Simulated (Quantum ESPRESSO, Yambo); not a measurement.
An input for Yambo 5.3.0 (InO (GaSe-type monolayer)):

```
HF_and_locXC
gw0
dyson
ppa
em1d
rim_cut
rim_w
RandQpts= 3000000
RandGvec= 100 RL
CUTGeo= "slab z"
RandGvecW= 9 RL
EXXRLvcs= 72 Ry
VXCRLvcs= 288 Ry
Chimod= "HARTREE"
% BndsRnXp
 1 | 56 |
%
NGsBlkXp= 5.5 Ry
% LongDrXp
 1 | 1 | 0 |
%
% GbndRnge
 1 | 56 |
%
DysSolver= "n"
ExtendOut
PPAPntXp= 27.21138 eV
% QPkrange
 1 | 7 | 13 | 25 |
%
GfnQPdb= "E < ./gw7_fix/ndb.QP"
XfnQPdb= "E < ./gw7_fix/ndb.QP"
```

```sh
OMP_NUM_THREADS=1 mpirun -n 4 yambo -F gw8.in -J gw8 -C gw8 > gw8.log
```

The stored states that it reads are on a 6×6×1 mesh. The cell holds 4 atoms: 2 In and 2 O. Cell: a = 3.447 Å, b = 3.447 Å, c = 18.000 Å, α = 90.0°, β = 90.0°, γ = 120.0°. Vacuum lies along c.

Estimate wall time and host memory on 4 MPI ranks of Arm Neoverse V2, shared host.

It took 6.5 min; on shared hardware allow 3.2 min to 13 min. Peak host memory was 3.1 GiB.

The screening grows as filled bands × empty bands × pairs of k points, times the square of the screening basis for the matrix.

[Paths, hosts, dates, memory and timing lines, banners, echoed tables and standing remarks are left out of the program output.]

[Logs are printed without paths, hosts, clocks, repeated set-up lines and the standing remarks that a program may print on its own settings, such as how far it seeks lower states.]

[Runs of the session that timed out or met a known fault of the program may be left out.]

[Hosts, paths, dates, database ids (printed as entryN), source tags and the programs' standing remarks are cut or masked in the printed files.]
